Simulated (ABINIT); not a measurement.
# CaO (Lime): making up for missing bands, part 2 of 2

Aim: few bands, with and without a completion of the sum over empty states, for CaO (Lime).

ABINIT 10.8.3; PBE and many-body steps on it, plane waves. Known limits of the many-body steps: short of the basis limit.

So far. Step 3 (Screening, 6×6×6 mesh, 243 bands, screening to 304.8 eV): Local fields lower ε∞ by 9 %. Step 4 (243 bands): The gap on the mesh goes from 3.66 eV to 5.88 eV, a correction of +2.22 eV.

## (6) 29 bands

This step: G0W0 on PBE, plane waves, norm-conserving pseudopotentials.

The input, run.abi:

```
acell 3*1.0 Angstrom
rprim 
  -0.000000000000 2.406500000000 2.406500000000
  2.406500000000 -0.000000000000 2.406500000000
  2.406500000000 2.406500000000 -0.000000000000
ntypat 2
znucl 20 8
natom 2
typat 1 2
xred 
  0.000000000000 0.000000000000 0.000000000000
  0.500000000000 0.500000000000 0.500000000000
pp_dirpath "pseudos"
pseudos "Ca.upf, O.upf"
ecut 36
ngkpt 6 6 6
nshiftk 1
shiftk 0 0 0
kptopt 1
chksymbreak 0
istwfk *1
occopt 1
irdwfk 1
optdriver 4
nband 29
gwcalctyp 0
ecutsigx 36
symsigma 1
nkptgw 2
kptgw 
  0.0000000000 0.0000000000 0.0000000000
  0.5000000000 0.5000000000 0.0000000000
bdgw 
  6 12
  7 10
ecuteps 11.2
irdscr 1
ppmodel 1
indata_prefix "in"
outdata_prefix "out"
tmpdata_prefix "tmp"
```

On the command line:

```bash
$ OMP_NUM_THREADS=1 mpirun -n 4 abinit run.abi > log
```

What it wrote:

```text
.Version 10.8.3 of ABINIT. v10.8.2 released Aug 2026.

 Symmetries : space group Fm -3 m (#225); Bravais cF (face-center cubic)
[... echo of the input left out ...]
== DATASET  1 ==================================================================
-   mpi_nproc: 4, omp_nthreads: 1 (-1 if OMP is not activated)

--- !DatasetInfo
iteration_state: {dtset: 1, }
dimensions: {natom: 2, nkpt: 16, mband: 29, nsppol: 1, nspinor: 1, nspden: 1, mpw: 1964, }
cutoff_energies: {ecut:  36.0, pawecutdg:  -1.0, }
electrons: {nelect:   1.60000000E+01, charge:   0.00000000E+00, occopt:   1.00000000E+00, tsmear:   1.00000000E-02, }

 SIGMA: Calculation of the GW corrections

 Based on a program developped by R.W. Godby, V. Olevano, G. Onida, and L. Reining.
 Incorporated in ABINIT by V. Olevano, G.-M. Rignanese, and M. Torrent.
.Using double precision arithmetic ; gwpc =  8

[... cell and pseudopotentials left out ...]
--------------------------------------------------------------------------------

 ==== K-mesh for the wavefunctions ====
 Number of points in the irreducible wedge :    16
[... list of points left out ...]
 Together with 48 symmetry operations and time-reversal symmetry
 yields   216 points in the full Brillouin Zone.

 ==== Q-mesh for screening function ====
 Number of points in the irreducible wedge :    16
[... list of points left out ...]
 Together with 48 symmetry operations and time-reversal symmetry
 yields   216 points in the full Brillouin Zone.

 vcoul_init : cutoff-mode = AUXILIARY_FUNCTION
 q-points for optical limit:   1
     1)      0.000010    0.000020    0.000030
 setmesh: FFT mesh size selected  =    36x   36x   36
          total number of points  =        46656

 Number of electrons calculated from density =   16.0000; Expected =   16.0000
[...]
number of omega for Sigma on real axis              0
 max omega for Sigma on real axis  [eV]           0.00
 zcut for avoiding poles [eV]                     0.10

 EPSILON^-1 parameters (SCR file):
 dimension of the eps^-1 matrix on file            331
 dimension of the eps^-1 matrix used               331
 number of plane-waves for wavefunctions          1917
 number of bands                                    29
 number of q-points in IBZ                          16
 number of frequencies                               2
 number of real frequencies                          1
 number of imag frequencies                          1

 matrix elements of self-energy operator (all in [eV])

 Perturbative Calculation

--- !SelfEnergy_ee
iteration_state: {dtset: 1, }
kpoint     : [   0.000,    0.000,    0.000, ]
spin       : 1
KS_gap     :    4.714
QP_gap     :    6.045
Delta_QP_KS:    1.330
data: !SigmaeeData |
     Band     E0 <VxcDFT>   SigX SigC(E0)      Z dSigC/dE  Sig(E)    E-E0       E
        6   5.064 -19.387 -24.633   4.782   0.788  -0.268 -19.753  -0.366   4.699
        7   5.064 -19.387 -24.633   4.782   0.788  -0.268 -19.753  -0.366   4.699
        8   5.064 -19.387 -24.633   4.782   0.788  -0.268 -19.753  -0.366   4.699
[...]
--- !SelfEnergy_ee
iteration_state: {dtset: 1, }
kpoint     : [   0.500,    0.500,    0.000, ]
spin       : 1
KS_gap     :    4.037
QP_gap     :    6.301
Delta_QP_KS:    2.264
data: !SigmaeeData |
     Band     E0 <VxcDFT>   SigX SigC(E0)      Z dSigC/dE  Sig(E)    E-E0       E
[...]
9   8.727 -11.430  -5.899  -3.469   0.852  -0.174  -9.673   1.757  10.484
       10  13.087 -16.112  -8.832  -3.845   0.831  -0.203 -13.257   2.855  15.942

== END DATASET(S) ==============================================================
================================================================================

 -outvars: echo values of variables after computation  --------
           etotal      0.0000000000E+00
            nband          29
             nkpt          16
          spgroup         225
 [... the other variables as echoed above ...]

 Calculation completed.
```

It took 12 s on 4 MPI ranks of Arm Neoverse V1, shared host; peak memory 1 GiB.

This step gave:

| Property | Result |
| --- | --- |
| G0W0 gap on the mesh | 5.785 eV |
| starting gap on the mesh | 3.662 eV |
| k of the valence top | 0, 0, 0 |
| k of the conduction bottom | 0.5, 0.5, 0 |
| Z at the valence top | 0.788 |
| Z at the conduction bottom | 0.852 |
| least direct G0W0 gap on the computed points | 6.044 eV |

Against G0W0 in ABINIT (6×6×6 mesh, 243 bands, screening to 304.8 eV, Godby-Needs plasmon pole), the gap moves by −0.098 eV.

## (7) Screening, 6×6×6 mesh, 29 bands, screening to 304.8 eV

This step: RPA screening on PBE, plane waves, norm-conserving pseudopotentials.

run.abi: that of step 6 with these lines changed.

```diff
@@ -23,17 +23,10 @@
 irdwfk 1
-optdriver 4
+optdriver 3
 nband 29
-gwcalctyp 0
-ecutsigx 36
-symsigma 1
-nkptgw 2
-kptgw 
-  0.0000000000 0.0000000000 0.0000000000
-  0.5000000000 0.5000000000 0.0000000000
-bdgw 
-  6 12
-  7 10
 ecuteps 11.2
-irdscr 1
-ppmodel 1
+inclvkb 2
+awtr 1
+symchi 1
+gwcomp 1
+gwencomp 1.5
 indata_prefix "in"
```

What it wrote:

```text
.Version 10.8.3 of ABINIT. v10.8.2 released Aug 2026.

 Symmetries : space group Fm -3 m (#225); Bravais cF (face-center cubic)
[... echo of the input left out ...]
== DATASET  1 ==================================================================
-   mpi_nproc: 4, omp_nthreads: 1 (-1 if OMP is not activated)

--- !DatasetInfo
iteration_state: {dtset: 1, }
dimensions: {natom: 2, nkpt: 16, mband: 29, nsppol: 1, nspinor: 1, nspden: 1, mpw: 1964, }
cutoff_energies: {ecut:  36.0, pawecutdg:  -1.0, }
[...]
--------------------------------------------------------------------------------
[... chi0 elements left out ...]
 For q-point:  0.000010 0.000020 0.000030
  dielectric constant =   3.5576
  dielectric constant without local fields =   3.8930

  Average fulfillment of the sum rule on Im[epsilon] for q-point    1 :     86.68  [%]
[... wings left out ...]
  q-point number  2        q = ( 0.166667, 0.000000, 0.000000) [r.l.u.]
--------------------------------------------------------------------------------
[... chi0 elements left out ...]
  Average fulfillment of the sum rule on Im[epsilon] for q-point    2 :     92.07  [%]

 [... 14 further q-points ...]
```

The job ended after 2.9 min (4 MPI ranks; peak memory 0.75 GiB).

Numbers from this step:

```yaml
eps_infinity_with_local_fields_on_this_mesh: 3.558
eps_infinity_without_local_fields_on_this_mesh: 3.893
plasma_frequency: 28.13 eV
plane_waves_in_the_screening_matrix: 331
```

## (8) 29 bands, completed

This step: G0W0 on PBE, plane waves, norm-conserving pseudopotentials.

run.abi: that of step 7 with these lines changed.

```diff
@@ -23,8 +23,17 @@
 irdwfk 1
-optdriver 3
+optdriver 4
 nband 29
+gwcalctyp 0
+ecutsigx 36
+symsigma 1
+nkptgw 2
+kptgw 
+  0.0000000000 0.0000000000 0.0000000000
+  0.5000000000 0.5000000000 0.0000000000
+bdgw 
+  6 12
+  7 10
 ecuteps 11.2
-inclvkb 2
-awtr 1
-symchi 1
+irdscr 1
+ppmodel 1
 gwcomp 1
```

What it wrote:

```text
.Version 10.8.3 of ABINIT. v10.8.2 released Aug 2026.

 Symmetries : space group Fm -3 m (#225); Bravais cF (face-center cubic)
[... echo of the input left out ...]
== DATASET  1 ==================================================================
-   mpi_nproc: 4, omp_nthreads: 1 (-1 if OMP is not activated)

--- !DatasetInfo
iteration_state: {dtset: 1, }
dimensions: {natom: 2, nkpt: 16, mband: 29, nsppol: 1, nspinor: 1, nspden: 1, mpw: 1964, }
cutoff_energies: {ecut:  36.0, pawecutdg:  -1.0, }
[...]
Band     E0 <VxcDFT>   SigX SigC(E0)      Z dSigC/dE  Sig(E)    E-E0       E
[...]
9   8.727 -11.430  -5.899  -4.481   0.853  -0.172 -10.534   0.896   9.623
       10  13.087 -16.112  -8.832  -5.499   0.836  -0.196 -14.623   1.489  14.577

== END DATASET(S) ==============================================================
================================================================================

 -outvars: echo values of variables after computation  --------
           etotal      0.0000000000E+00
            nband          29
             nkpt          16
          spgroup         225
 [... the other variables as echoed above ...]

 Calculation completed.
```

Wall time 14 s (4 MPI ranks); peak memory 1 GiB.

Read from the output:

```yaml
g0w0_gap_on_the_mesh: 6.187 eV
starting_gap_on_the_mesh: 3.662 eV
k_of_the_valence_top: 0, 0, 0
k_of_the_conduction_bottom: 0.5, 0.5, 0
least_direct_g0w0_gap_on_the_computed_points: 6.634 eV
```

Against G0W0 in ABINIT (6×6×6 mesh, 243 bands, screening to 304.8 eV, Godby-Needs plasmon pole), the gap moves by +0.304 eV.

## (9) Screening, 6×6×6 mesh, 91 bands, screening to 304.8 eV

This step: RPA screening on PBE, plane waves, norm-conserving pseudopotentials.

run.abi: that of step 8 with these lines changed.

```diff
@@ -23,19 +23,8 @@
 irdwfk 1
-optdriver 4
-nband 29
-gwcalctyp 0
-ecutsigx 36
-symsigma 1
-nkptgw 2
-kptgw 
-  0.0000000000 0.0000000000 0.0000000000
-  0.5000000000 0.5000000000 0.0000000000
-bdgw 
-  6 12
-  7 10
+optdriver 3
+nband 91
 ecuteps 11.2
-irdscr 1
-ppmodel 1
-gwcomp 1
-gwencomp 1.5
+inclvkb 2
+awtr 1
+symchi 1
 indata_prefix "in"
```

What it wrote:

```text
.Version 10.8.3 of ABINIT. v10.8.2 released Aug 2026.

 Symmetries : space group Fm -3 m (#225); Bravais cF (face-center cubic)
[... echo of the input left out ...]
== DATASET  1 ==================================================================
-   mpi_nproc: 4, omp_nthreads: 1 (-1 if OMP is not activated)

--- !DatasetInfo
iteration_state: {dtset: 1, }
dimensions: {natom: 2, nkpt: 16, mband: 91, nsppol: 1, nspinor: 1, nspden: 1, mpw: 1964, }
cutoff_energies: {ecut:  36.0, pawecutdg:  -1.0, }
[...]
--------------------------------------------------------------------------------
[... chi0 elements left out ...]
 For q-point:  0.000010 0.000020 0.000030
  dielectric constant =   3.5618
  dielectric constant without local fields =   3.9217

  Average fulfillment of the sum rule on Im[epsilon] for q-point    1 :     69.80  [%]
[... wings left out ...]
  q-point number  2        q = ( 0.166667, 0.000000, 0.000000) [r.l.u.]
--------------------------------------------------------------------------------
[... chi0 elements left out ...]
  Average fulfillment of the sum rule on Im[epsilon] for q-point    2 :     81.84  [%]

 [... 14 further q-points ...]
```

Run time: 2.2 min. Hardware: 4 MPI ranks; peak memory 1 GiB; 8.8 min of CPU time.

Numbers from this step:

| Item | Value |
| --- | --- |
| ε∞ with local fields, on this mesh | 3.562 |
| ε∞ without local fields, on this mesh | 3.922 |
| plasma frequency | 28.13 eV |
| plane waves in the screening matrix | 331 |

## (10) 91 bands

This step: G0W0 on PBE, plane waves, norm-conserving pseudopotentials.

run.abi: that of step 9 with these lines changed.

```diff
@@ -23,8 +23,17 @@
 irdwfk 1
-optdriver 3
+optdriver 4
 nband 91
+gwcalctyp 0
+ecutsigx 36
+symsigma 1
+nkptgw 2
+kptgw 
+  0.0000000000 0.0000000000 0.0000000000
+  0.5000000000 0.5000000000 0.0000000000
+bdgw 
+  6 12
+  7 10
 ecuteps 11.2
-inclvkb 2
-awtr 1
-symchi 1
+irdscr 1
+ppmodel 1
 indata_prefix "in"
```

What it wrote:

```text
.Version 10.8.3 of ABINIT. v10.8.2 released Aug 2026.

 Symmetries : space group Fm -3 m (#225); Bravais cF (face-center cubic)
[... echo of the input left out ...]
== DATASET  1 ==================================================================
-   mpi_nproc: 4, omp_nthreads: 1 (-1 if OMP is not activated)

--- !DatasetInfo
iteration_state: {dtset: 1, }
dimensions: {natom: 2, nkpt: 16, mband: 91, nsppol: 1, nspinor: 1, nspden: 1, mpw: 1964, }
cutoff_energies: {ecut:  36.0, pawecutdg:  -1.0, }
[...]
Band     E0 <VxcDFT>   SigX SigC(E0)      Z dSigC/dE  Sig(E)    E-E0       E
[...]
9   8.727 -11.430  -5.899  -4.072   0.850  -0.176 -10.189   1.241   9.968
       10  13.087 -16.112  -8.832  -4.678   0.832  -0.201 -13.946   2.166  15.253

== END DATASET(S) ==============================================================
================================================================================

 -outvars: echo values of variables after computation  --------
           etotal      0.0000000000E+00
            nband          91
             nkpt          16
          spgroup         225
 [... the other variables as echoed above ...]

 Calculation completed.
```

It took 30 s on 4 MPI ranks; peak memory 1.3 GiB.

Read from the output:

```yaml
g0w0_gap_on_the_mesh: 5.761 eV
starting_gap_on_the_mesh: 3.662 eV
k_of_the_valence_top: 0, 0, 0
k_of_the_conduction_bottom: 0.5, 0.5, 0
least_direct_g0w0_gap_on_the_computed_points: 6.134 eV
```

Against G0W0 in ABINIT (6×6×6 mesh, 243 bands, screening to 304.8 eV, Godby-Needs plasmon pole), the gap moves by −0.122 eV.

## (11) Screening, 6×6×6 mesh, 91 bands, screening to 304.8 eV

This step: RPA screening on PBE, plane waves, norm-conserving pseudopotentials.

run.abi: that of step 10 with these lines changed.

```diff
@@ -23,17 +23,10 @@
 irdwfk 1
-optdriver 4
+optdriver 3
 nband 91
-gwcalctyp 0
-ecutsigx 36
-symsigma 1
-nkptgw 2
-kptgw 
-  0.0000000000 0.0000000000 0.0000000000
-  0.5000000000 0.5000000000 0.0000000000
-bdgw 
-  6 12
-  7 10
 ecuteps 11.2
-irdscr 1
-ppmodel 1
+inclvkb 2
+awtr 1
+symchi 1
+gwcomp 1
+gwencomp 2
 indata_prefix "in"
```

What it wrote:

```text
.Version 10.8.3 of ABINIT. v10.8.2 released Aug 2026.

 Symmetries : space group Fm -3 m (#225); Bravais cF (face-center cubic)
[... echo of the input left out ...]
== DATASET  1 ==================================================================
-   mpi_nproc: 4, omp_nthreads: 1 (-1 if OMP is not activated)

--- !DatasetInfo
iteration_state: {dtset: 1, }
dimensions: {natom: 2, nkpt: 16, mband: 91, nsppol: 1, nspinor: 1, nspden: 1, mpw: 1964, }
cutoff_energies: {ecut:  36.0, pawecutdg:  -1.0, }
[...]
--------------------------------------------------------------------------------
[... chi0 elements left out ...]
 For q-point:  0.000010 0.000020 0.000030
  dielectric constant =   3.5633
  dielectric constant without local fields =   3.9217

  Average fulfillment of the sum rule on Im[epsilon] for q-point    1 :     92.98  [%]
[... wings left out ...]
  q-point number  2        q = ( 0.166667, 0.000000, 0.000000) [r.l.u.]
--------------------------------------------------------------------------------
[... chi0 elements left out ...]
  Average fulfillment of the sum rule on Im[epsilon] for q-point    2 :     92.72  [%]

 [... 14 further q-points ...]
```

It took 6 min on 4 MPI ranks; peak memory 1.1 GiB; 24 min of CPU time.

This step gave:

| Property | Result |
| --- | --- |
| ε∞ with local fields, on this mesh | 3.563 |
| ε∞ without local fields, on this mesh | 3.922 |
| plasma frequency | 28.13 eV |
| plane waves in the screening matrix | 331 |

## (12) 91 bands, completed

This step: G0W0 on PBE, plane waves, norm-conserving pseudopotentials.

run.abi: that of step 11 with these lines changed.

```diff
@@ -23,8 +23,17 @@
 irdwfk 1
-optdriver 3
+optdriver 4
 nband 91
+gwcalctyp 0
+ecutsigx 36
+symsigma 1
+nkptgw 2
+kptgw 
+  0.0000000000 0.0000000000 0.0000000000
+  0.5000000000 0.5000000000 0.0000000000
+bdgw 
+  6 12
+  7 10
 ecuteps 11.2
-inclvkb 2
-awtr 1
-symchi 1
+irdscr 1
+ppmodel 1
 gwcomp 1
```

What it wrote:

```text
.Version 10.8.3 of ABINIT. v10.8.2 released Aug 2026.

 Symmetries : space group Fm -3 m (#225); Bravais cF (face-center cubic)
[... echo of the input left out ...]
== DATASET  1 ==================================================================
-   mpi_nproc: 4, omp_nthreads: 1 (-1 if OMP is not activated)

--- !DatasetInfo
iteration_state: {dtset: 1, }
dimensions: {natom: 2, nkpt: 16, mband: 91, nsppol: 1, nspinor: 1, nspden: 1, mpw: 1964, }
cutoff_energies: {ecut:  36.0, pawecutdg:  -1.0, }
[...]
Band     E0 <VxcDFT>   SigX SigC(E0)      Z dSigC/dE  Sig(E)    E-E0       E
[...]
9   8.727 -11.430  -5.899  -4.346   0.850  -0.176 -10.422   1.008   9.734
       10  13.087 -16.112  -8.832  -5.177   0.832  -0.202 -14.362   1.750  14.837

== END DATASET(S) ==============================================================
================================================================================

 -outvars: echo values of variables after computation  --------
           etotal      0.0000000000E+00
            nband          91
             nkpt          16
          spgroup         225
 [... the other variables as echoed above ...]

 Calculation completed.
```

It took 33 s on 4 MPI ranks; peak memory 1.3 GiB; 2.2 min of CPU time.

Numbers from this step:

```
G0W0 gap on the mesh                         : 5.959 eV
starting gap on the mesh                     : 3.662 eV
k of the valence top                         : 0, 0, 0
k of the conduction bottom                   : 0.5, 0.5, 0
least direct G0W0 gap on the computed points : 6.384 eV
```

Against G0W0 in ABINIT (6×6×6 mesh, 243 bands, screening to 304.8 eV, Godby-Needs plasmon pole), the gap moves by +0.076 eV.

## (13) The runs together

Times are wall times on 4 MPI ranks of Arm Neoverse V1, shared host, good to a factor of about two. A run's time includes the screening step that it read.

| run | mesh | bands | screening cutoff (eV) | DFT gap (eV) | gap on the mesh (eV) | direct (eV) | ε∞ used | time |
| --- | --- | --- | --- | --- | --- | --- | --- | --- |
| 243 bands | 6×6×6 | 243 | 304.8 | 3.662 | 5.883 | 6.291 | 3.56 | 7.6 min |
| 29 bands | 6×6×6 | 29 | 304.8 | 3.662 | 5.785 | 6.044 | 3.54 | 51 s |
| 29 bands, completed | 6×6×6 | 29 | 304.8 | 3.662 | 6.187 | 6.634 | 3.56 | 3.1 min |
| 91 bands | 6×6×6 | 91 | 304.8 | 3.662 | 5.761 | 6.134 | 3.56 | 2.7 min |
| 91 bands, completed | 6×6×6 | 91 | 304.8 | 3.662 | 5.959 | 6.384 | 3.56 | 6.6 min |

## (14) What came out

- 243 bands: 5.883 eV
- 29 bands: 5.785 eV
- 29 bands, completed: 6.187 eV
- 91 bands: 5.761 eV
- 91 bands, completed: 5.959 eV

What this shows: 29 bands: −0.098 eV against 243 bands. 29 bands, completed: +0.304 eV against 243 bands. 91 bands: −0.122 eV against 243 bands. 91 bands, completed: +0.076 eV against 243 bands. The row with most bands is itself short of the limit, so it is no exact reference, and agreement of a truncated run with it can be a cancellation between the edges.

[Long decimals in the printed logs are rounded to 6 places.]

[Logs are printed without paths, hosts, clocks, repeated set-up lines and the standing remarks that a program may print on its own settings, such as how far it seeks lower states.]

[Paths, hosts, dates, memory and timing lines, banners, echoed tables and standing remarks are left out of the program output; an Ansatz launch command may be rebuilt from the run's recorded settings. Measured values are a selection of at most five: reports struck by readers or far from the other reports are left out. None is set beside runs whose start may be inverted or whose files or cutoffs have a known fault.]

[Runs of the session that timed out or met a known fault of the program may be left out.]

[Hosts, paths, dates, database ids (printed as entryN), source tags and the programs' standing remarks are cut or masked in the printed files.]

[G0W0 gaps are taken among the corrected bands and points alone; a level outside them can change the order at an edge.]

[Where Ansatz stands beside ABINIT at settings called matched, ABINIT's density can come from a denser mesh and the files from another edition; pairs whose starting gaps differed by over 0.03 eV were left out, so agreement reads better than it is.]
